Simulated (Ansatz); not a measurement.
# The puckered PAs bilayer (AB) between two gates

How do the bands of the puckered PAs bilayer (AB) follow a displacement field between two gates?

Calculated with Ansatz 0.2.0; plane-wave DFT, PBE-D3(BJ), Ansatz PAW.

Report form: the programs' logs are mostly left out.

### Step 1. Set-up

The cell holds 8 atoms: 4 P and 4 As. Its edges and angles: a = 4.690 Å, b = 3.500 Å, c = 46.820 Å, α = 90.0°, β = 90.0°, γ = 90.0°. Regions: layer 1: puckered PAs, 4 atoms (2 P and 2 As); layer 2: puckered PAs, 4 atoms (2 P and 2 As). Vacuum lies along c.

### Step 2. Relaxation

The starting cell is a guess, so the in-plane lattice and the atoms are relaxed first, with the slab cut off from its images along the normal.

The input, input.yaml:

```yaml
crystal:
  lattice:
    - [4.69, 0.0, 0.0]
    - [0.0, 3.5, 0.0]
    - [0.0, 0.0, 46.8200000012]
  atoms:
    - { symbol: P, position: [0.09, 0.0, 0.4154207603] }
    - { symbol: As, position: [0.41, 0.5, 0.4175565997] }
    - { symbol: As, position: [0.91, 0.0, 0.4636907304] }
    - { symbol: P, position: [0.59, 0.5, 0.4658265698] }
    - { symbol: P, position: [0.09, 0.5, 0.5341734302] }
    - { symbol: As, position: [0.41, 0.0, 0.5363092696] }
    - { symbol: As, position: [0.91, 0.5, 0.5824434003] }
    - { symbol: P, position: [0.59, 0.0, 0.5845792397] }
  periodic: [true, true, false]
kpoints:
  mp_grid: { grid: [8, 10, 1] }
hamiltonian:
  xc: pbe
  dispersion: d3bj
scf:
  occupations: { method: fermi_dirac, width: 0.05 }
  convergence: { dr2_threshold: 1.0e-09 }
relax:
  f_tol: 0.004
  max_steps: 90
  cell: {}
output:
  write_potential: true
  write_density: true
  volumetric_format: npy
```

Started as:

```bash
$ ansatz run input.yaml --threads 4 --pin off --max-ram 8192MiB --backend cpu --events-out ev --progress --plain --runs-dir out
```

Wall time 3.3 min (4 threads of AMD EPYC 9R14 (Zen 4), shared host); peak memory 1.6 GiB.

The steps of the relaxation:

```
step  energy less that of the first step (eV)  largest force component (eV/Å)  volume (Å³)
   1                                   0.0000                          1.0951       768.55
   2                                  -0.2870                          0.2174       733.34
   3                                  -0.3050                          0.2796       739.45
   4                                  -0.3894                          0.1467       713.26
   5                                  -0.3986                          0.0746       720.96
   6                                  -0.4046                          0.0536       719.92
   7                                  -0.2353                          0.6380       714.37
   8                                  -0.4174                          0.0595       711.44
   9                                  -0.2919                          0.6059       721.54
  10                                  -0.4184                          0.0266       705.70
  11                                  -0.4188                          0.0099       708.37
  12                                  -0.4189                          0.0007       708.08
 13*                                  -0.4178                          0.0007       708.08
```

Relaxation steps marked * repeat the geometry before them on a plane-wave basis chosen anew for their cell, so energy and pressure can jump there. Relaxation steps 7, 9 were tried and not accepted.

The run keeps the 4 symmetry operations that it works with, so distortions that break them were not tested.

```
cell as run  before  after  change
      a (Å)   4.690  4.274  -8.9 %
      b (Å)   3.500  3.539  +1.1 %
```

The atoms that moved most (Å, along periodic axes as changes of fractional coordinates times the final cell, across vacuum about the mean position):

```
atom      dx     dy      dz  length
 As3   0.104  0.000   0.309   0.326
 As6   0.104  0.000  -0.309   0.326
  P1  -0.102  0.000   0.271   0.290
  P8  -0.102  0.000  -0.271   0.290
 As2   0.109  0.000  -0.026   0.112
 As7   0.109  0.000   0.026   0.112
  P5  -0.110  0.000  -0.015   0.111
  P4  -0.110  0.000   0.015   0.111
```

Numbers from this step:

```
energy at zero smearing : -22449.2432 eV
```

The lattice constant a goes from 4.690 to 4.274 Å.

### Step 3. Gated layer, displacement field 0, start network

The slab is cut off from its images along the normal. Two sheets of opposite charge stand for the gates, so the stack stays neutral in a displacement field; barriers ahead of the sheets keep electrons from leaking to them. The uncharged case sets the zero.

The cell differs from the one that the last finished run ended in (c 46.820 → 45.673 Å).

The input, input.yaml:

```yaml
crystal:
  lattice:
    - [4.2735511435, 0.0, 0.0]
    - [0.0, 3.538840831, 0.0]
    - [0.0, 0.0, 45.6727588107]
  atoms:
    - { symbol: P, position: [0.0660404991, 0.0, 0.419231157] }
    - { symbol: As, position: [0.4355051575, 0.5, 0.414908153] }
    - { symbol: As, position: [0.9342444757, 0.0, 0.4695352018] }
    - { symbol: P, position: [0.5642098678, 0.5, 0.4652929062] }
    - { symbol: P, position: [0.0642098678, 0.5, 0.5347070938] }
    - { symbol: As, position: [0.4342444757, 0.0, 0.5304647982] }
    - { symbol: As, position: [0.9355051575, 0.5, 0.585091847] }
    - { symbol: P, position: [0.5660404991, 0.0, 0.580768843] }
  periodic: [true, true, false]
  symmetry: { detect: true }
kpoints:
  mp_grid: { grid: [16, 20, 1] }
  band_path:
    path:
      - [0, 0, 0]
      - [0.5, 0, 0]
      - [0.5, 0.5, 0]
      - [0, 0, 0]
      - [0, 0.5, 0]
      - [0.5, 0.5, 0]
    npoints: 16
hamiltonian:
  xc: pbe
  dispersion: d3bj
scf:
  occupations: { method: fermi_dirac, width: 0.02585 }
  convergence: { dr2_threshold: 1.0e-10 }
output:
  forces: true
  eigenvalues: true
  dos: { projected: true, e_range: [-3, 3], de: 0.01 }
  write_potential: true
  write_density: true
  volumetric_format: npy
  elf: true
external_charges:
  - { charge: 0, barrier: 10, axis: 3, height: 30.223, sigma: 0.25 }
  - { charge: 0, barrier: 10, axis: 3, height: 15.45, sigma: 0.25 }
```

Wall time 91 s (4 threads); peak memory 3 GiB; 6 min of CPU time.

This step gave:

* gap along the path: 0.3433 eV
* smallest direct gap along the path: 0.7293 eV
* gap, the smaller of path and mesh: 0.3390 eV
* potential beyond the upper barrier and gate, less the barrier, from the Fermi level: 4.068 eV

Running mean over a fixed 2.7 Å (it still follows the layers) of the planar mean; beyond a gate it holds the 10 eV model barrier. Table of electron's electrostatic potential energy less the Fermi level by z:

```
z (Å)  electron's electrostatic potential energy less the Fermi level (eV)
    4                                                                 14.1
    5                                                                 14.1
    6                                                                 14.1
    7                                                                 14.1
    8                                                                 14.1
    9                                                                 14.1
   10                                                                 14.1
   11                                                                 14.1
   12                                                                 14.1
   13                                                                 14.1
   14                                                                 13.8
   15                                                                 10.7
   16                                                                 6.99
   17                                                                 3.18
   18                                                                -1.30
   19                                                                -4.06
   20                                                                -6.30
   21                                                                -4.88
   22                                                                -3.49
   23                                                                -2.27
   24                                                                -3.90
   25                                                                -5.77
   26                                                                -5.60
   27                                                                -3.62
   28                                                                0.406
   29                                                                 4.35
   30                                                                 8.23
   31                                                                 11.9
   32                                                                 14.0
   33                                                                 14.1
   34                                                                 14.1
   35                                                                 14.1
   36                                                                 14.1
   37                                                                 14.1
   38                                                                 14.1
   39                                                                 14.1
   40                                                                 14.1
   41                                                                 14.1
```

The density of states has structure finer than the step of the table below, so its rows give means over 0.2 eV, whole bins alone (the curve runs from -3 to 1.23 eV). Peaks (eV: height): -2.77: 5.17, -2.31: 7.99, -2.04: 7.33, -1.56: 4.98, -1.29: 6.84, 0.76: 4.49, 1.11: 5.12.

The density of states by energy, zero at the Fermi level of the run, which the smearing sets inside the gap; means over each step:

energy (eV), density of states (states/eV a cell) and a bar:
```
     -2.8       4.85 ########################
     -2.6       4.26 #####################
     -2.4       5.25 ##########################
     -2.2       6.16 ##############################
     -2.0       5.98 #############################
     -1.8       5.09 #########################
     -1.6       4.29 #####################
     -1.4       3.77 ##################
     -1.2       3.50 #################
     -1.0       2.39 ############
     -0.8       1.69 ########
     -0.6       1.28 ######
     -0.4       0.58 ###
     -0.2       0.08 
      0.0       0.00 
      0.2       0.57 ###
      0.4       1.48 #######
      0.6       2.83 ##############
      0.8       3.59 #################
      1.0       3.44 #################
```

Projected DOS per atom over height of the atomic layer and energy from the Fermi level. Layers: AsP AsP AsP AsP from below.

Ten even steps from '_' (0.000 states/eV) to '@' (0.847 states/eV), each cell a mean:
```
++++++++
========
==++++==
--------
..::::..
________
________
________
________
........
::::::::
--------
========
++++++++
++****++
##****##
%%####%%
%%%%%%%%
@@%%%%@@
++++++++
**####**
########
```
Columns: height of the atomic layer (Å) from 19.0 to 26.6 (not evenly spaced); rows upwards: energy from the Fermi level (eV) from -2.98 to 1.22.

Electronic bands along the path, in eV, zero at the Fermi level of the run, which the smearing sets inside the gap:

```
  point  band 37  band 38  band 39  band 40  band 41  band 42  band 43  band 44
      Γ    -2.27    -1.97    -0.88    -0.51     0.22     1.04     1.14     1.40
halfway    -2.06    -1.45    -0.87    -0.80     0.66     1.15     1.33     1.65
      X    -1.23    -1.23    -0.94    -0.94     1.17     1.17     1.37     1.37
halfway    -2.29    -2.29    -1.67    -1.67     1.84     1.84     2.91     2.91
      S    -2.26    -2.26    -2.22    -2.22     2.03     2.03     2.05     2.05
halfway    -2.24    -2.04    -1.62    -1.28     0.87     1.09     1.64     1.84
      Γ    -2.27    -1.97    -0.88    -0.51     0.22     1.04     1.14     1.40
halfway    -2.15    -2.01    -1.20    -1.17     0.51     0.66     1.11     1.77
      Y    -2.56    -2.45    -2.35    -2.29     0.76     0.83     0.84     0.91
halfway    -2.49    -2.37    -2.05    -1.83     1.54     1.54     1.91     1.92
      S    -2.26    -2.26    -2.22    -2.22     2.03     2.03     2.05     2.05
```

Valence density in the ca plane at fractional y = 0.000, with atoms of P and As within 0.2 Å of it. It is the smooth field of the valence electrons, not physical close to the nuclei.

Values in e/Å³, 6 rows by 16 columns, each cell a mean:
```
 0  0  0  0  0  0  0  0  1  1 14  1  0  0  0  0
 0  0  0  0  0  0  0  0  0  0  1  0  0  0  0  1
 0  0  0  0  0  0  0  0  0  0  0  0  1  5  1  0
 0  0  0  0  0  0  0  0  0  0  0  0  1 14  1  1
 0  0  0  0  0  0  0  0  1  0  0  0  0  1  0  0
 0  0  0  0  0  0  0  0  0  1  5  1  0  0  0  0
```
Columns run along c (16.0 Å, from fractional 0.24 to 0.59 of the cell), rows up along a (4.3 Å). Atoms in or near the plane, at fractional coordinates: P at (0.42, 0.07), As at (0.47, 0.93), As at (0.53, 0.43), P at (0.58, 0.57).

ELF in the ca plane at fractional y = 0.000, with atoms of P and As within 0.2 Å of it. It is the smooth field of the valence electrons, not physical close to the nuclei.

Values, 6 rows by 16 columns, each cell a mean:
```
0.00 0.00 0.00 0.00 0.00 0.02 0.42 0.92 0.78 0.61 0.29 0.65 0.10 0.06 0.10 0.33
0.00 0.00 0.00 0.00 0.00 0.00 0.06 0.35 0.35 0.27 0.45 0.33 0.34 0.48 0.45 0.52
0.00 0.00 0.00 0.00 0.00 0.00 0.01 0.05 0.06 0.08 0.19 0.12 0.74 0.54 0.75 0.20
0.00 0.00 0.00 0.00 0.00 0.00 0.02 0.17 0.33 0.10 0.06 0.10 0.65 0.29 0.61 0.78
0.00 0.00 0.00 0.00 0.00 0.01 0.13 0.52 0.52 0.45 0.48 0.34 0.33 0.45 0.27 0.35
0.00 0.00 0.00 0.00 0.00 0.03 0.44 0.74 0.20 0.75 0.54 0.74 0.12 0.19 0.08 0.06
```
Columns run along c (16.0 Å, from fractional 0.24 to 0.59 of the cell), rows up along a (4.3 Å). Atoms in or near the plane, at fractional coordinates: P at (0.42, 0.07), As at (0.47, 0.93), As at (0.53, 0.43), P at (0.58, 0.57).

Electrostatic potential energy in the ca plane at fractional y = 0.000, with atoms of P and As within 0.2 Å of it. With pseudopotentials it is smooth inside the atoms' cores, unlike the true potential.

Values in eV, 6 rows by 16 columns, each cell a mean:
```
 10  10  10  10   6   0   0 -10 -25 -14   1 -13  -1  -2  -2  -4
 10  10  10  10   6   0   0  -1  -3  -5 -16  -8  -3  -6  -5 -29
 10  10  10  10   6   0   0  -1  -2  -2  -3  -2 -11 -12 -15 -47
 10  10  10  10   6   0  -1  -3  -4  -2  -2  -1 -13   1 -14 -25
 10  10  10  10   6   0  -1 -13 -29  -5  -6  -3  -8 -16  -5  -3
 10  10  10  10   6   0  -1 -25 -47 -15 -12 -11  -2  -3  -2  -2
```
Columns run along c (16.0 Å, from fractional 0.24 to 0.59 of the cell; values clipped at the 3rd and 97th percentile), rows up along a (4.3 Å). Atoms in or near the plane, at fractional coordinates: P at (0.42, 0.07), As at (0.47, 0.93), As at (0.53, 0.43), P at (0.58, 0.57).

The gap, the smaller of path and mesh, is 0.339 eV.

### Step 4. Gated layer, displacement field 0.905 V/nm

Edit input.yaml of step 3 so:

```diff
@@ -36,3 +36,2 @@
   eigenvalues: true
-  dos: { projected: true, e_range: [-3, 3], de: 0.01 }
   write_potential: true
@@ -40,5 +39,6 @@
   volumetric_format: npy
-  elf: true
 external_charges:
   - { charge: 0, barrier: 10, axis: 3, height: 30.223, sigma: 0.25 }
+  - { charge: -0.007562, axis: 3, height: 31.723, sigma: 0.5 }
   - { charge: 0, barrier: 10, axis: 3, height: 15.45, sigma: 0.25 }
+  - { charge: 0.007562, axis: 3, height: 13.95, sigma: 0.5 }
```

Elapsed: 97 s, on 4 threads; peak memory 2.5 GiB; 6.4 min of CPU time.

Numbers from this step:

```
gap along the path                                                                  : 0.3404 eV
smallest direct gap along the path                                                  : 0.7285 eV
gap, the smaller of path and mesh                                                   : 0.3360 eV
potential beyond the upper barrier and gate, less the barrier, from the Fermi level : 4.429 eV
```

The electronic bands at the labelled points (eV, zero at the Fermi level of the run, which the smearing sets inside the gap):

```
  point  band 37  band 38  band 39  band 40  band 41  band 42  band 43  band 44
      Γ    -2.28    -1.97    -0.88    -0.51     0.21     1.04     1.14     1.40
halfway    -2.06    -1.45    -0.87    -0.79     0.66     1.15     1.33     1.65
      X    -1.23    -1.23    -0.94    -0.93     1.17     1.18     1.37     1.38
halfway    -2.29    -2.29    -1.68    -1.67     1.83     1.84     2.90     2.91
      S    -2.28    -2.24    -2.23    -2.20     2.01     2.03     2.05     2.06
halfway    -2.24    -2.04    -1.62    -1.28     0.87     1.09     1.64     1.84
      Γ    -2.28    -1.97    -0.88    -0.51     0.21     1.04     1.14     1.40
halfway    -2.15    -2.00    -1.21    -1.16     0.51     0.66     1.11     1.77
      Y    -2.56    -2.46    -2.35    -2.29     0.76     0.83     0.84     0.91
halfway    -2.50    -2.37    -2.05    -1.83     1.54     1.54     1.91     1.92
      S    -2.28    -2.24    -2.23    -2.20     2.01     2.03     2.05     2.06
```

The gap, the smaller of path and mesh, is 0.336 eV.

### Step 5. Gated layer, displacement field 1.81 V/nm

Edit input.yaml of step 4 so:

```diff
@@ -41,4 +41,4 @@
   - { charge: 0, barrier: 10, axis: 3, height: 30.223, sigma: 0.25 }
-  - { charge: -0.007562, axis: 3, height: 31.723, sigma: 0.5 }
+  - { charge: -0.015123, axis: 3, height: 31.723, sigma: 0.5 }
   - { charge: 0, barrier: 10, axis: 3, height: 15.45, sigma: 0.25 }
-  - { charge: 0.007562, axis: 3, height: 13.95, sigma: 0.5 }
+  - { charge: 0.015123, axis: 3, height: 13.95, sigma: 0.5 }
```

Elapsed: 95 s, on 4 threads; peak memory 2.5 GiB; 6.3 min of CPU time.

The gap, the smaller of path and mesh, is 0.328 eV.

### Step 6. Gated layer, displacement field 2.71 V/nm

Edit input.yaml of step 5 so:

```diff
@@ -41,4 +41,4 @@
   - { charge: 0, barrier: 10, axis: 3, height: 30.223, sigma: 0.25 }
-  - { charge: -0.015123, axis: 3, height: 31.723, sigma: 0.5 }
+  - { charge: -0.022685, axis: 3, height: 31.723, sigma: 0.5 }
   - { charge: 0, barrier: 10, axis: 3, height: 15.45, sigma: 0.25 }
-  - { charge: 0.015123, axis: 3, height: 13.95, sigma: 0.5 }
+  - { charge: 0.022685, axis: 3, height: 13.95, sigma: 0.5 }
```

Wall time 94 s (4 threads); peak memory 2.5 GiB.

The electronic bands at the labelled points (eV, zero at the Fermi level of the run, which the smearing sets inside the gap):

```
  point  band 37  band 38  band 39  band 40  band 41  band 42  band 43  band 44
      Γ    -2.29    -1.97    -0.89    -0.52     0.21     1.03     1.13     1.41
halfway    -2.05    -1.46    -0.90    -0.78     0.65     1.13     1.33     1.64
      X    -1.24    -1.24    -0.94    -0.92     1.15     1.17     1.36     1.39
halfway    -2.30    -2.29    -1.69    -1.65     1.81     1.84     2.88     2.92
      S    -2.32    -2.27    -2.21    -2.17     1.97     1.99     2.09     2.09
halfway    -2.25    -2.04    -1.63    -1.28     0.86     1.08     1.64     1.83
      Γ    -2.29    -1.97    -0.89    -0.52     0.21     1.03     1.13     1.41
halfway    -2.17    -2.00    -1.24    -1.14     0.50     0.65     1.11     1.77
      Y    -2.57    -2.47    -2.35    -2.28     0.75     0.81     0.83     0.91
halfway    -2.50    -2.39    -2.04    -1.83     1.53     1.53     1.91     1.92
      S    -2.32    -2.27    -2.21    -2.17     1.97     1.99     2.09     2.09
```

The gap, the smaller of path and mesh, is 0.315 eV.

[end of part 1 of 2]

[Logs are printed without paths, hosts, clocks, repeated set-up lines and the standing remarks that a program may print on its own settings, such as how far it seeks lower states.]

[Hosts, paths, dates, database ids (printed as entryN), source tags and the programs' standing remarks are cut or masked in the printed files.]

[Maps of the electrostatic potential energy from Ansatz leave out the sawtooth potential of an applied field or a dipole correction, so their vacuum need not be flat; planar profiles and work functions include it.]
